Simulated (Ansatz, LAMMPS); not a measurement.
## Structural relaxation of (Rb,Cs)F, from a frame at 840 K with crystalline order left by the classical run (72 atoms)

How does (Rb,Cs)F, from a frame at 840 K with crystalline order left by the classical run (72 atoms) relax, and what do bonds, charges and levels look like afterwards?

Main program and level: Ansatz 0.2.0; Kohn-Sham DFT, RPBE, PAW (set soft_2), plane waves.

### 1. Starting point

The cell holds 72 atoms: 18 Rb, 18 Cs and 36 F. Its edges and angles: a = 13.295 Å, b = 13.295 Å, c = 13.295 Å, α = 90.0°, β = 90.0°, γ = 90.0°. 72 atoms (18 Rb, 18 Cs, 36 F) placed at random at 3.26 g/cm³, melted at 1800 K for 10 ps at fixed volume with the Lennard-Jones and Coulomb ion parameters for SPC/E (Joung and Cheatham, J. Phys. Chem. B 112, 9020 (2008)), full charges. Snapshot at the end of a hold of 20 ps at 840 K and fixed volume.

Limits known from the start: The starting topology of bonds comes from the classical model. The ion parameters were fitted for water, not for melts, so the starting structure of this cell may lie well off the real melt's. Sampling is at Γ alone, for a cell whose shortest periodic width is 13 Å. No spin–orbit coupling is included, so levels derived from the heavy atoms are approximate.

### 2. Single point at the start

The forces at the start show how far the geometry lies from a minimum of this functional.

File input.yaml:

```yaml
crystal:
  lattice:
    - [13.2947, 0.0, 0.0]
    - [0.0, 13.2947, 0.0]
    - [0.0, 0.0, 13.2947]
  atoms:
    - { symbol: Rb, position: [0.39021, 0.99341, 0.42465] }
    - { symbol: Rb, position: [0.06682, 0.08144, 0.4497] }
    - { symbol: Rb, position: [0.07449, 0.00784, 0.78898] }
    - { symbol: Rb, position: [0.38697, 0.54272, 0.85502] }
    [... 62 atom lines left out ...]
    - { symbol: F, position: [0.72369, 0.30806, 0.82816] }
    - { symbol: F, position: [0.39095, 0.28739, 0.19221] }
    - { symbol: F, position: [0.85589, 0.0997, 0.31403] }
    - { symbol: F, position: [0.26746, 0.52606, 0.03734] }
    - { symbol: F, position: [0.40098, 0.79961, 0.50233] }
    - { symbol: F, position: [0.3936, 0.81257, 0.19555] }
kpoints:
  mp_grid: { grid: [1, 1, 1] }
hamiltonian:
  xc: rpbe
scf:
  occupations: { method: fermi_dirac, width: 0.025 }
output:
  forces: true
  stress: true
  populations: true
  dos:
    method: { smearing: { sigma: 0.15 } }
    de: 0.1
    projected: { site_lists: { Cs: [Cs], F: [F], Rb: [Rb] } }
  eigenvalues: true
```

Command:

```
> ansatz run input.yaml --threads 4 --pin off --max-ram 8192MiB --backend cpu --events-out ev --progress --plain --runs-dir out
```

Elapsed: 32 s, on 4 threads of Arm Neoverse V2, shared host; peak memory 2.6 GiB; 2.1 min of CPU time.

Numbers from this run:

- free energy: -190438.5836 eV
- free energy per atom: -2644.9803 eV/atom
- SCF cycles: 9
- pressure: 0.1809 GPa
- r.m.s. force component: 0.3194 eV/Å
- longest force: 1.195 eV/Å
- Fermi energy: 3.622 eV
- gap (highest filled to lowest empty level): 3.518 eV
- spilling of the projection: 0.005959

The r.m.s. force component of 0.32 eV/Å and the pressure of 0.18 GPa set the starting point.

Length of the force by element:

| element | coordination | atoms | mean length of the force (eV/Å) | spread | least | most |
| --- | --- | --- | --- | --- | --- | --- |
| Cs | all | 18 | 0.606 | 0.309 | 0.202 | 1.20 |
| F | all | 36 | 0.477 | 0.210 | 0.118 | 1.06 |
| Rb | all | 18 | 0.444 | 0.147 | 0.316 | 0.947 |

### 3. Relaxation

The atoms are relaxed in the fixed cell, aiming at the force tolerance of the input.

input.yaml, the sections that differ from step 2:

```yaml
output:
  forces: true
relax:
  f_tol: 0.03
  max_steps: 200
# crystal, kpoints, hamiltonian, scf: as in step 2
```

Elapsed: 3.9 min, on 4 threads; peak memory 2.6 GiB; 15 min of CPU time.

Relaxation path:

| step | energy less that of the first step (eV) | largest force component (eV/Å) |
| --- | --- | --- |
| 1 | 0.0000 | 1.1353 |
| 2 | -2.5200 | 0.5156 |
| 3 | -4.0450 | 0.2766 |
| 4 | -5.0036 | 0.1592 |
| 5 | -5.5555 | 0.1279 |
| 6 | -5.8476 | 0.0975 |
| 7 | -6.0565 | 0.0574 |
| 8 | -6.1432 | 0.1162 |
| 9 | -6.1710 | 0.0103 |
| 10 | -6.1710 | 0.0103 |
| 11 | -6.1727 | 0.0354 |
| 12 | -6.1776 | 0.0218 |
| 13 | -6.1776 | 0.0217 |
| 14 | -6.1798 | 0.0153 |
| 15 | -6.1814 | 0.0190 |

The atoms that moved most (Å):

| atom | dx | dy | dz | length |
| --- | --- | --- | --- | --- |
| F51 | -0.517 | -0.736 | -0.518 | 1.038 |
| Rb1 | 0.142 | 0.529 | 0.866 | 1.025 |
| F48 | -0.001 | 0.917 | 0.359 | 0.985 |
| Rb3 | -0.123 | 0.821 | 0.519 | 0.979 |
| Cs29 | -0.816 | -0.437 | -0.213 | 0.950 |
| F72 | 0.120 | -0.724 | -0.529 | 0.905 |
| F62 | 0.454 | -0.464 | 0.614 | 0.894 |
| F69 | 0.699 | -0.394 | 0.265 | 0.845 |

The relaxation changed the energy by -85.9 meV/atom, and atoms moved by 0.57 Å r.m.s., 1.0 Å at most.

### 4. Structure statistics after relaxation

Bonds before and after, by the cutoffs listed below:

| pair | bonds before | bonds after | mean before (Å) | mean after (Å) | spread before (Å) | spread after (Å) |
| --- | --- | --- | --- | --- | --- | --- |
| F-Cs | 94 | 102 | 3.125 | 3.221 | 0.297 | 0.122 |
| F-Rb | 88 | 103 | 3.046 | 3.091 | 0.272 | 0.110 |

Density 3.26 g/cm³, 32.64 Å³ an atom.

Pair distribution functions g(r), in bins of 0.2 Å:

| r (Å) | total | F-F | F-Cs | F-Rb | Cs-Cs | Cs-Rb | Rb-Rb |
| --- | --- | --- | --- | --- | --- | --- | --- |
| 2.90 | 0.78 | 0.00 | 0.00 | 3.12 | 0.00 | 0.00 | 0.00 |
| 3.10 | 4.67 | 0.00 | 7.87 | 10.79 | 0.00 | 0.00 | 0.00 |
| 3.30 | 1.70 | 0.00 | 5.31 | 1.48 | 0.00 | 0.00 | 0.00 |
| 3.50 | 0.24 | 0.00 | 0.71 | 0.24 | 0.00 | 0.00 | 0.00 |
| 3.70 | 0.08 | 0.00 | 0.33 | 0.00 | 0.00 | 0.00 | 0.00 |
| 3.90 | 0.14 | 0.00 | 0.37 | 0.19 | 0.00 | 0.00 | 0.00 |
| 4.10 | 0.09 | 0.17 | 0.09 | 0.09 | 0.00 | 0.00 | 0.00 |
| 4.30 | 2.44 | 5.65 | 0.08 | 0.16 | 0.91 | 2.58 | 9.54 |
| 4.50 | 3.54 | 5.88 | 0.00 | 0.00 | 9.48 | 9.50 | 4.65 |
| 4.70 | 0.91 | 1.92 | 0.00 | 0.00 | 1.85 | 1.99 | 1.06 |
| 4.90 | 0.39 | 0.66 | 0.00 | 0.00 | 1.47 | 1.07 | 0.00 |
| 5.10 | 0.27 | 0.67 | 0.00 | 0.00 | 0.67 | 0.44 | 0.00 |
| 5.30 | 1.13 | 0.36 | 1.27 | 2.80 | 0.00 | 0.10 | 0.20 |
| 5.50 | 1.41 | 0.00 | 3.20 | 2.44 | 0.00 | 0.00 | 0.00 |
| 5.70 | 0.56 | 0.00 | 1.25 | 0.98 | 0.00 | 0.00 | 0.00 |
| 5.90 | 0.29 | 0.08 | 0.79 | 0.29 | 0.00 | 0.00 | 0.00 |
| 6.10 | 0.53 | 1.00 | 0.20 | 0.31 | 0.45 | 0.84 | 0.32 |
| 6.30 | 1.00 | 1.67 | 0.00 | 0.04 | 2.06 | 2.42 | 2.33 |
| 6.50 | 0.22 | 0.52 | 0.00 | 0.00 | 0.56 | 0.20 | 0.42 |

Bonds by pair of elements; cutoffs follow the first minimum of g(r), held within bounds set by covalent radii, and pairs that aren't listed don't count as bonded:

| pair A-B | cutoff (Å) | bonds | mean length (Å) | spread (Å) | shortest (Å) | B about A | A about B |
| --- | --- | --- | --- | --- | --- | --- | --- |
| F-Cs | 3.77 | 102 | 3.22 | 0.122 | 3.07 | 2.83 | 5.67 |
| F-Rb | 3.68 | 103 | 3.09 | 0.11 | 2.90 | 2.86 | 5.72 |

How many atoms have how many bonded neighbours:

| element | mean | 5 | 6 |
| --- | --- | --- | --- |
| Cs | 5.67 | 6 | 12 |
| F | 5.69 | 11 | 25 |
| Rb | 5.72 | 5 | 13 |

Bond angles, per cent of each kind in bins of 5°:

| angle (°) | Cs-F-Rb | F-Rb-F | F-Cs-F | Rb-F-Rb | Cs-F-Cs |
| --- | --- | --- | --- | --- | --- |
| 75–80 | 0.0 | 0.0 | 0.4 | 0.0 | 0.0 |
| 80–85 | 0.8 | 1.6 | 4.6 | 0.0 | 5.3 |
| 85–90 | 33.2 | 35.1 | 35.4 | 18.9 | 52.2 |
| 90–95 | 37.6 | 39.6 | 33.8 | 60.7 | 21.2 |
| 95–100 | 7.2 | 3.7 | 5.8 | 2.5 | 0.0 |
| 100–105 | 0.4 | 0.0 | 0.0 | 0.8 | 0.0 |
| 105–110 | 0.0 | 0.0 | 0.0 | 0.0 | 0.0 |
| 110–115 | 0.0 | 0.0 | 0.0 | 0.0 | 0.0 |
| 115–120 | 0.0 | 0.0 | 0.0 | 0.0 | 0.0 |
| 120–125 | 0.0 | 0.0 | 0.0 | 0.0 | 0.0 |
| 125–130 | 0.0 | 0.0 | 0.0 | 0.0 | 0.0 |
| 130–135 | 0.0 | 0.0 | 0.0 | 0.0 | 0.0 |
| 135–140 | 0.0 | 0.0 | 0.0 | 0.0 | 0.0 |
| 140–145 | 0.0 | 0.0 | 0.0 | 0.0 | 0.0 |
| 145–150 | 0.0 | 0.0 | 0.0 | 0.0 | 0.0 |
| 150–155 | 0.0 | 0.0 | 0.0 | 0.0 | 0.0 |
| 155–160 | 0.0 | 0.0 | 0.0 | 0.0 | 0.0 |
| 160–165 | 0.0 | 0.0 | 0.0 | 0.0 | 0.0 |
| 165–170 | 0.4 | 0.8 | 0.4 | 0.0 | 5.3 |
| 170–175 | 4.4 | 2.9 | 5.0 | 1.6 | 5.3 |
| 175–180 | 16.0 | 16.3 | 14.6 | 15.6 | 10.6 |

Bond angles (no mean is given where the spread exceeds 20°):

| angle | count | mean (°) | spread (°) |
| --- | --- | --- | --- |
| Cs-F-Rb | 250 | - | - |
| F-Rb-F | 245 | - | - |
| F-Cs-F | 240 | - | - |
| Rb-F-Rb | 122 | - | - |
| Cs-F-Cs | 113 | - | - |

Bond length by coordination (bonds to H left out):

| element | coordination | atoms | mean bond length (Å) |
| --- | --- | --- | --- |
| Cs | 5 | 6 | 3.17 |
| Cs | 6 | 12 | 3.24 |
| F | 5 | 11 | 3.11 |
| F | 6 | 25 | 3.17 |
| Rb | 5 | 5 | 3.03 |
| Rb | 6 | 13 | 3.11 |

For some of the pairs, g(r) has its first main peak near 4.4 Å (F-F), 3.2 Å (F-Cs), 3.1 Å (F-Rb), 4.5 Å (Cs-Cs), 4.5 Å (Cs-Rb) and 4.4 Å (Rb-Rb). Counting bonds as in the table, 67 % of Cs atoms have 6, 69 % of F atoms have 6 and 72 % of Rb atoms have 6 bonded neighbours.

### 5. Single point at the relaxed geometry

One more single point at the end of the walk gives the fuller output and checks the residual forces.

File input.yaml:

```yaml
crystal:
  lattice:
    - [13.2947, 0.0, 0.0]
    - [0.0, 13.2947, 0.0]
    - [0.0, 0.0, 13.2947]
  atoms:
    - { symbol: Rb, position: [0.40089, 0.03318, 0.48979] }
    - { symbol: Rb, position: [0.07134, 0.07099, 0.49549] }
    - { symbol: Rb, position: [0.06527, 0.06957, 0.828] }
    - { symbol: Rb, position: [0.40636, 0.53518, 0.83186] }
    [... 62 atom lines left out ...]
    - { symbol: F, position: [0.73391, 0.30218, 0.83113] }
    - { symbol: F, position: [0.40277, 0.29648, 0.15377] }
    - { symbol: F, position: [0.90846, 0.07009, 0.33395] }
    - { symbol: F, position: [0.24277, 0.53037, 0.99872] }
    - { symbol: F, position: [0.40752, 0.79817, 0.48479] }
    - { symbol: F, position: [0.40265, 0.75811, 0.15574] }
kpoints:
  mp_grid: { grid: [1, 1, 1] }
hamiltonian:
  xc: rpbe
scf:
  occupations: { method: fermi_dirac, width: 0.025 }
output:
  forces: true
  stress: true
  populations: true
  dos:
    method: { smearing: { sigma: 0.08 } }
    de: 0.1
    projected: { site_lists: { Cs: [Cs], F: [F], Rb: [Rb] } }
  eigenvalues: true
  write_density: true
  write_potential: true
  volumetric_format: npy
```

Elapsed: 34 s, on 4 threads; peak memory 2.6 GiB.

Read from the output:

```yaml
free_energy: -190444.7650 eV
free_energy_per_atom: -2645.0662 eV/atom
scf_cycles: 10
pressure: -1.241 GPa
r_m_s_force_component: 0.00234 eV/Å
longest_force: 0.01896 eV/Å
fermi_energy: 3.328 eV
spacing_of_highest_filled_and_lowest_empty_level: 4.699 eV
spilling_of_the_projection: 0.005542
```

Löwdin charges by element and coordination (they lack the spilled electrons, 0.044 e an atom on average):

| element | coordination | atoms | mean charge (e) | spread | least | most |
| --- | --- | --- | --- | --- | --- | --- |
| Cs | all | 18 | 0.912 | 0.0032 | 0.906 | 0.918 |
| Cs | 5 | 6 | 0.913 | 0.0026 | 0.911 | 0.918 |
| Cs | 6 | 12 | 0.911 | 0.0032 | 0.906 | 0.917 |
| F | all | 36 | -0.801 | 0.0015 | -0.804 | -0.798 |
| F | 5 | 11 | -0.802 | 0.0011 | -0.804 | -0.800 |
| F | 6 | 25 | -0.8 | 0.0011 | -0.802 | -0.798 |
| Rb | all | 18 | 0.867 | 0.0026 | 0.862 | 0.873 |
| Rb | 5 | 5 | 0.87 | 0.0022 | 0.867 | 0.873 |
| Rb | 6 | 13 | 0.866 | 0.0017 | 0.862 | 0.867 |

Density of states as counts of states in windows of 1 eV (from the Fermi level), total and the larger projections:

| from (eV) | to (eV) | total | F p | Cs p | Rb s | Cs s |
| --- | --- | --- | --- | --- | --- | --- |
| -10 | -9 | 0.0 | 0.0 | 0.0 | 0.0 | 0.0 |
| -9 | -8 | 105.3 | 1.2 | 103.1 | 0.4 | 0.4 |
| -8 | -7 | 2.7 | 0.0 | 2.6 | 0.0 | 0.0 |
| -7 | -3 | 0.0 | 0.0 | 0.0 | 0.0 | 0.0 |
| -3 | -2 | 216.0 | 208.6 | 1.3 | 1.3 | 1.1 |
| -2 | 2 | 0.0 | 0.0 | 0.0 | 0.0 | 0.0 |
| 2 | 3 | 2.0 | 0.0 | 0.0 | 0.8 | 1.1 |
| 3 | 4 | 15.7 | 0.5 | 0.3 | 5.5 | 5.8 |
| 4 | 5 | 58.7 | 1.4 | 0.4 | 12.0 | 11.0 |

The curve was stored every 0.100 eV, coarse against its broadening of 0.08 eV, so these counts are rough.

Between -26 and -10 eV lie 216 more states.

The stored curve holds about 540 of the 576 electrons; the rest, give or take the few that broadening carries across the Fermi level, lie in deeper levels below its range.

The levels nearest the highest filled one (over half full), pooled over k-points and spins:

| level less the highest filled one (eV) | occupation |
| --- | --- |
| -0.0532 | 2 |
| -0.0511 | 2 |
| -0.0466 | 2 |
| -0.025 | 2 |
| -5.0e-4 | 2 |
| 0 | 2 |
| 4.70 | 0 |
| 5.79 | 0 |
| 5.84 | 0 |
| 5.91 | 0 |
| 5.96 | 0 |
| 6.04 | 0 |

Mean Löwdin charges: Cs +0.91, F -0.80, Rb +0.87 e (they miss 0.55 % of the electrons, so they add up to more than the cell's charge). The largest share in the top eV of filled states is F p (98 % of the projected weight), and in the lowest eV of empty states Cs s (55 % of the projected weight).

### 6. Results

```yaml
energy_change_in_the_relaxation: -85.85 meV/atom
r_m_s_displacement: 0.566 Å
largest_displacement: 1.038 Å
free_energy_per_atom: -2645.0662 eV/atom
pressure: -1.241 GPa
r_m_s_force_component: 0.00234 eV/Å
spacing_of_highest_filled_and_lowest_empty_level: 4.699 eV
wall_time_of_the_3_dft_runs: 5 min
```

Relaxation lowers the energy by 85.9 meV/atom and moves atoms by 0.57 Å r.m.s.; the r.m.s. force component goes from 0.32 to 0.0023 eV/Å, the pressure goes from 0.18 to -1.2 GPa, and the gap from 3.52 to 4.70 eV. By the final cutoffs 4 of 182 bonded pairs parted and 27 joined. First to last step the energy falls by 6.181 eV; the largest move, 1.04 Å, is that of F51, with 1 other atom within 2 % of it. The F-Cs bonds change most in mean length: from 3.125 Å (spread 0.297) to 3.221 Å (spread 0.122), and their number from 94 to 102. Counting bonds as in the table, 67 % of Cs atoms have 6, 69 % of F atoms have 6 and 72 % of Rb atoms have 6 bonded neighbours. The highest filled and lowest empty levels differ by 4.70 eV (at Γ alone); a semilocal functional tends to put such gaps too low. In a disordered cell it changes from sample to sample, and tail or defect levels can set it.

What to keep in mind: The starting topology of bonds comes from the classical model; in DFT 4 of its 182 bonded pairs passed out of the cutoffs and 27 came within them.

[Logs are printed without paths, hosts, clocks, repeated set-up lines and the standing remarks that a program may print on its own settings, such as how far it seeks lower states.]

[Hosts, paths, dates, database ids (printed as entryN), source tags and the programs' standing remarks are cut or masked in the printed files.]
